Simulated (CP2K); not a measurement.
Consider 2-hydroxyimidazole at its PBE geometry (Å).

```xyz
10

O     2.2296   -0.1111   -0.0692
C     0.8851    0.0769   -0.0042
N     0.2632    1.2186    0.1944
C    -1.0883    0.8825    0.1665
C    -1.2573   -0.4623   -0.0496
N     0.0352   -0.9795   -0.1580
H     2.6195    0.7725    0.0712
H    -1.8547    1.6378    0.3019
H    -2.1341   -1.0917   -0.1335
H     0.3020   -1.9437   -0.3195
```

Method: CP2K XAS_TDP, all-electron GAPW, PBEh(45%), aug-cc-pVDZ, TDA, GW2X-corrected core level, no relativity.

**Question.** Where do the O K-edge lines lie, and how strong are they?

Leading lines: O1 536.89 eV. The leading line of an atom is its first one with 35 % of the strongest within 2.5 eV of its lowest line over the strength cut. Core ionisation energies at this level: O1 539.98 eV.

The first six lines of each atom with a strength over 0.0015:

```
                  atom  energy (eV)  states  strength, one atom  above the computed threshold
O1 (bonded to C and H)       536.89       1              0.0160                              
                             538.15       1              0.0129                              
                             538.48       1              0.0055                              
                             539.20       1              0.0169                              
                             539.59       1              0.0098                              
                             539.69       1              0.0028
```

Lines are vertical, at one geometry, with no vibrational structure. GW2X ionisation energies and lines can be off by 1 to 2 eV either way, and a good line position may hide errors that cancel. These values hold no scalar relativity, about 0.4 eV for O 1s. Rydberg lines, and the discretised continuum above threshold, depend on the basis and the box.

[Banner, clock and machine lines of the logs are left out without a mark of their own.]

[Logs are printed without paths, hosts, clocks, repeated set-up lines and the standing remarks that a program may print on its own settings, such as how far it seeks lower states.]

[Hosts, paths, dates, database ids (printed as entryN), source tags and the programs' standing remarks are cut or masked in the printed files.]
